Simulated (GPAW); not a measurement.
**Core-hole calculation of the N K edge in TaN (P-6m2)**

How does the N K edge of TaN (P-6m2) move when the bonds are compressed or stretched?

Main program and level: GPAW 26.7.0; X-ray absorption from dipole matrix elements to empty bands, plane-wave PAW LDA, without spin-orbit coupling.

## 1. The starting structure

Symmetry: P-6m2, No. 187, hexagonal system. Conventional cell: a = 2.938 Å, b = 2.938 Å, c = 2.883 Å, α = 90.00°, β = 90.00°, γ = 120.00°. Nearest to Ta lie 6 N at 2.23 Å. N has 6 Ta at 2.23 Å nearest. Farther neighbours and most contacts between anions are not listed.

Structure file:

```cif
data_structure
_symmetry_space_group_name_H-M 'P-6m2'
_symmetry_Int_Tables_number 187
_cell_length_a 2.9380
_cell_length_b 2.9380
_cell_length_c 2.8830
_cell_angle_alpha 90.000
_cell_angle_beta 90.000
_cell_angle_gamma 120.000
_cell_volume 21.55
loop_
_atom_site_label
_atom_site_type_symbol
_atom_site_symmetry_multiplicity
_atom_site_Wyckoff_symbol
_atom_site_fract_x
_atom_site_fract_y
_atom_site_fract_z
_atom_site_occupancy
Ta1 Ta 1 b 0.00000 0.00000 0.50000 1
N1 N 1 e 0.66667 0.33333 0.00000 1
```

## 2. Ground state of the crystal

The ground state comes first: it tells whether the system has a gap, which decides how the excited electron is treated.

scf.py

```python
import numpy as np
from ase import Atoms
from ase.parallel import parprint, paropen
from gpaw import GPAW, PW, FermiDirac, Mixer, MixerDif, setup_paths
from gpaw.test import gen
setup_paths.insert(0, '.')
gen('N', name='nch1s', xcname='LDA', corehole=(1, 0, 0), write_xml=True)
from gpaw.mpi import world
world.barrier()

atoms = Atoms('TaN',
    cell=[[2.938, 0, 0],
     [-1.469, 2.54438264, 0],
     [0, 0, 2.883]],
    scaled_positions=[[0, 0, 0.5],
     [0.66666667, 0.33333333, 0]],
    pbc=True)
atoms.calc = calc = GPAW(legacy_gpaw=True, mode=PW(500), xc='LDA', setups={1: 'nch1s'},
    kpts={'size': (10, 10, 9), 'gamma': True}, occupations=FermiDirac(0.05),
    charge=0, mixer=Mixer(0.1, 5, 50), maxiter=150,
    convergence={'density': 0.0001}, txt='scf.txt')
energy = atoms.get_potential_energy() + calc.get_reference_energy()
ef = calc.get_fermi_level()
out = dict(energy=energy, fermi=ef, forces=atoms.get_forces().tolist())
parprint(f'all-electron energy {energy:.4f} eV, Fermi level {ef:.4f} eV')
ev = np.array([[calc.get_eigenvalues(k, s) for k in range(len(calc.get_ibz_k_points()))] for s in range(calc.get_number_of_spins())])
out['homo'], out['lumo'], out['counts'] = ev[ev < ef].max(), ev[ev > ef].min(), sorted(set((ev < ef).sum((0, 2)).tolist()))
out['filled'] = (ev[:, 0] < ef).sum(1).tolist()
import json
with paropen('out.json', 'w') as f:
    json.dump(out, f)
```

On the command line:

```bash
OMP_NUM_THREADS=1 mpirun -n 2 gpaw python scf.py
```

Numbers of over 12 decimals in the logs are rounded to 6 here.

The program printed:

```text
Input parameters:
  convergence: {density: 0.0001}
  kpts: {gamma: True,
         size: (10, 10, 9)}
  maxiter: 150
  mixer: {backend: pulay,
          beta: 0.1,
          method: separate,
          nmaxold: 5,
          weight: 50}
  mode: {ecut: 500.0,
         name: pw}
  occupations: {fixmagmom: False,
                name: fermi-dirac,
                width: 0.05}
  setups: {1: nch1s}

Initialize ...

[... PAW data sets ...]

Reference energy: -425393.194025  # eV

Spin-paired calculation

[... convergence settings ...]
Symmetries present (total): 4
  [... symmetry matrices ...]

900 k-points: 10 x 10 x 9 Monkhorst-Pack grid + [1/20,1/20,0.000000]
155 k-points in the irreducible part of the Brillouin zone
       k-points in crystal coordinates                weights
   0:     0.00000000    0.00000000    0.00000000          1/900
   1:     0.00000000    0.00000000    0.11111111          2/900
   2:     0.00000000    0.00000000    0.22222222          2/900
   3:     0.00000000    0.00000000    0.33333333          2/900
   4:     0.00000000    0.00000000    0.44444444          2/900
   5:     0.00000000    0.10000000    0.00000000          2/900
   6:     0.00000000    0.10000000    0.11111111          4/900
   7:     0.00000000    0.10000000    0.22222222          4/900
   8:     0.00000000    0.10000000    0.33333333          4/900
   9:     0.00000000    0.10000000    0.44444444          4/900
          ...
 154:     0.50000000    0.50000000    0.44444444          4/900

Wave functions: Plane wave expansion
  Cutoff energy: 500.000 eV
  Number of coefficients (min, max): 537, 569
  Pulay-stress correction: 0.000000 eV/Ang^3 (de/decut=0.000000)
  Using FFTW library
  Wavefunction extrapolation:
    Improved wavefunction reuse through dual PAW basis

Occupation numbers: Fermi-Dirac:
  width: 0.0500  # eV

Eigensolver
   Davidson(niter=2)

Densities:
  Coarse grid: 16*16*15 grid
  Fine grid: 32*32*30 grid
  Total Charge: 0.000000

Density mixing:
  Method: separate
  Backend: pulay
  Linear mixing parameter: 0.1
  old densities: 5
  Width of damping distribution: 1.1
  Damping of long wavelength oscillations: 50

[... Hamiltonian set-up ...]
Number of atoms: 2
Number of atomic orbitals: 17
Number of bands in calculation: 15
Number of valence electrons: 18
Bands to converge: occupied

... initialized

Initializing position-dependent things.

Density initialized from atomic densities
Creating initial wave functions:
  15 bands from LCAO basis set

       Ta

           N

Atomic positions and initial magnetic moments

Positions:
   0 Ta     0.000000    0.000000    1.441500    ( 0.0000,  0.0000,  0.0000)
   1 N      1.469000    0.848128    0.000000    ( 0.0000,  0.0000,  0.0000)

Unit cell:
           periodic     x           y           z      points  spacing
  1. axis:    yes    2.938000    0.000000    0.000000    16     0.1590
  2. axis:    yes   -1.469000    2.544383    0.000000    16     0.1590
  3. axis:    yes    0.000000    0.000000    2.883000    15     0.1922

  Lengths:   2.938000   2.938000   2.883000
  Angles:   90.000000  90.000000 120.000000

Effective grid spacing dv^(1/3) = 0.1777

iter:   1   -23.451108
iter:   2   -22.824362   -1.41  -1.04
iter:   3   -22.324306   -1.52  -1.16
iter:   4   -22.320908   -3.07  -1.48
iter:   5   -22.314628   -2.25  -1.54
iter:   6   -22.311387   -3.24  -2.33
iter:   7   -22.308782c  -3.31  -2.55
iter:   8   -22.308451c  -5.03  -3.04
iter:   9   -22.308462c  -5.35  -3.46
iter:  10   -22.308448c  -5.93  -3.66
iter:  11   -22.308448c  -7.10  -4.40c
iter:  12   -22.308448c  -7.86c -4.49c

Converged after 12 iterations.

Dipole moment: (0.548221, -0.316515, -0.000000) |e|*Ang

Energy contributions relative to reference atoms: (reference = -425393.194025)

Kinetic:        +13.994911
Potential:      -15.000014
External:        +0.000000
XC:             -20.983483
Entropy (-ST):   -0.000357
Local:           -0.319685
SIC:             +0.000000
--------------------------
Free energy:    -22.308626
Extrapolated:   -22.308448

Showing only first 2 kpts
 Kpt  Band  Eigenvalues  Occupancy
  0     7      9.65598    2.00000
  0     8     10.93389    2.00000
  0     9     16.10359    0.00000
  0    10     17.42168    0.00000

  1     7      9.40844    2.00000
  1     8     11.64437    2.00000
  1     9     16.13976    0.00000
  1    10     16.13978    0.00000

Fermi level: 13.86386

No gap
No difference between direct/indirect transitions

Forces in eV/Ang:
  0 Ta    0.00000   -0.00001    0.00000
  1 N     0.00000   -0.00007    0.00000
Scalar-relativistic atomic LDA calculation for N (Nitrogen, Z=7)
Core hole in 1s state (1s occupation: 2.0)
300 radial gridpoints.
|------------------------------------------------|
|------------------------------------------------|
[... the atom generator's iteration count ...]

Energy contributions:
-------------------------
Kinetic:      +53.816217
XC:            -6.142385
Potential:   -101.727472
-------------------------
Total:        -54.053639

state      eigenvalue         ekin         rmax
-----------------------------------------------
1s^2.0 :   -14.019608    21.782698        0.149
2s^2.0 :    -0.676924     2.368146        1.016
2p^3.0 :    -0.265967     1.838177        0.965
-----------------------------------------------
(units: Bohr and Hartree)

Generating PAW setup
Kinetic energy of the core from tauc = 43.592016
Cutoffs:
rc(s)=1.140
rc(p)=1.000
rc(d)=1.090
rc(vbar)=1.120
rc(comp)=1.090
rc(nct)=1.140

Kinetic energy of the core states: 43.565395
Charge: 0.0
Core electrons: 2.0
Valence electrons: 5.0
Pseudo-core charge: 0.013034
Shape function alpha=8.417
Pseudo-electron charge 5.012684
state    eigenvalue         norm
--------------------------------
2s(2) :    -0.676924     1.071713
*s    :     0.323076
2p(3) :    -0.265967     0.952074
*p    :     0.734033
*d    :     0.000000
--------------------------------

Diagonalizing with gridspacing h=0.050

state   all-electron     PAW
-------------------------------
2s:      -0.676924    -0.677975
2p:      -0.265967    -0.268121
*d:                    0.048644
*f:                    0.076426
-------------------------------
all-electron energy -425415.5025 eV, Fermi level 13.8639 eV
```

Wall time 13 s (2 MPI ranks of Arm Neoverse V1, shared host); peak memory 0.18 GiB; 25 s of CPU time.

The mesh shows no gap, so the system is treated as a metal and the core electron is put at the Fermi level (neutral cell).

## 3. Supercell without a hole, the energy reference

The photon energy needs a difference of total energies, so the cell and mesh of the coming hole run are first run without a hole.

Changes to scf.py since step 2:

```diff
@@ -10,11 +10,25 @@
 
-atoms = Atoms('TaN',
-    cell=[[2.938, 0, 0],
-     [-1.469, 2.54438264, 0],
-     [0, 0, 2.883]],
-    scaled_positions=[[0, 0, 0.5],
-     [0.66666667, 0.33333333, 0]],
+atoms = Atoms('Ta8N8',
+    cell=[[0, 0, -5.766],
+     [2.938, -5.08876527, 0],
+     [-2.938, -5.08876527, 0]],
+    scaled_positions=[[0.75, 0, 0],
+     [0.75, 0.5, 0],
+     [0.25, 0, 0],
+     [0.75, 0, 0.5],
+     [0.25, 0.5, 0],
+     [0.75, 0.5, 0.5],
+     [0.25, 0, 0.5],
+     [0.25, 0.5, 0.5],
+     [0, 0.16666667, 0.66666667],
+     [0, 0.66666667, 0.66666667],
+     [0.5, 0.16666667, 0.66666667],
+     [0, 0.16666667, 0.16666667],
+     [0.5, 0.66666667, 0.66666667],
+     [0, 0.66666667, 0.16666667],
+     [0.5, 0.16666667, 0.16666667],
+     [0.5, 0.66666667, 0.16666667]],
     pbc=True)
-atoms.calc = calc = GPAW(legacy_gpaw=True, mode=PW(500), xc='LDA', setups={1: 'nch1s'},
-    kpts={'size': (10, 10, 9), 'gamma': True}, occupations=FermiDirac(0.05),
+atoms.calc = calc = GPAW(legacy_gpaw=True, mode=PW(500), xc='LDA', setups={8: 'nch1s'},
+    kpts={'size': (4, 4, 4), 'gamma': True}, occupations=FermiDirac(0.1),
     charge=0, mixer=Mixer(0.1, 5, 50), maxiter=150,
```

The program printed:

```text
Input parameters:
  convergence: {density: 0.0001}
  kpts: {gamma: True,
         size: (4, 4, 4)}
  maxiter: 150
  mixer: {backend: pulay,
          beta: 0.1,
          method: separate,
          nmaxold: 5,
          weight: 50}
  mode: {ecut: 500.0,
         name: pw}
  occupations: {fixmagmom: False,
                name: fermi-dirac,
                width: 0.1}
  setups: {8: nch1s}

Initialize ...

[...]
2s(2) :    -0.676924     1.071713
*s    :     0.323076
2p(3) :    -0.265967     0.952074
*p    :     0.734033
*d    :     0.000000
--------------------------------

Diagonalizing with gridspacing h=0.050

state   all-electron     PAW
-------------------------------
2s:      -0.676924    -0.677975
2p:      -0.265967    -0.268121
*d:                    0.048644
*f:                    0.076426
-------------------------------
all-electron energy -3403324.0058 eV, Fermi level 13.8325 eV
[key lines of the parts left out:]
Converged after 22 iterations.
Dipole moment: (0.000010, 5.059673, -0.000000) |e|*Ang
Free energy:   -178.465333
Fermi level: 13.83254
```

Wall time 4.5 min (2 MPI ranks); peak memory 0.46 GiB.

Reference energy: -3403324.006 eV with the cores included.

(Part 1 of 3 ends here.)

[Banner, clock and machine lines of the logs are left out without a mark of their own.]

[Logs are printed without paths, hosts, clocks, repeated set-up lines and the standing remarks that a program may print on its own settings, such as how far it seeks lower states.]

[Hosts, paths, dates, database ids (printed as entryN), source tags and the programs' standing remarks are cut or masked in the printed files.]

[Lists of maxima count a maximum above −3 eV only where it reaches 4 % of the highest in the window and stands out from its surroundings by 2 % of it (1.5 % where it reaches 55 %); shoulders and weaker maxima are passed over, and of the rest the first, up to two pre-edge ones and the few strongest are named.]
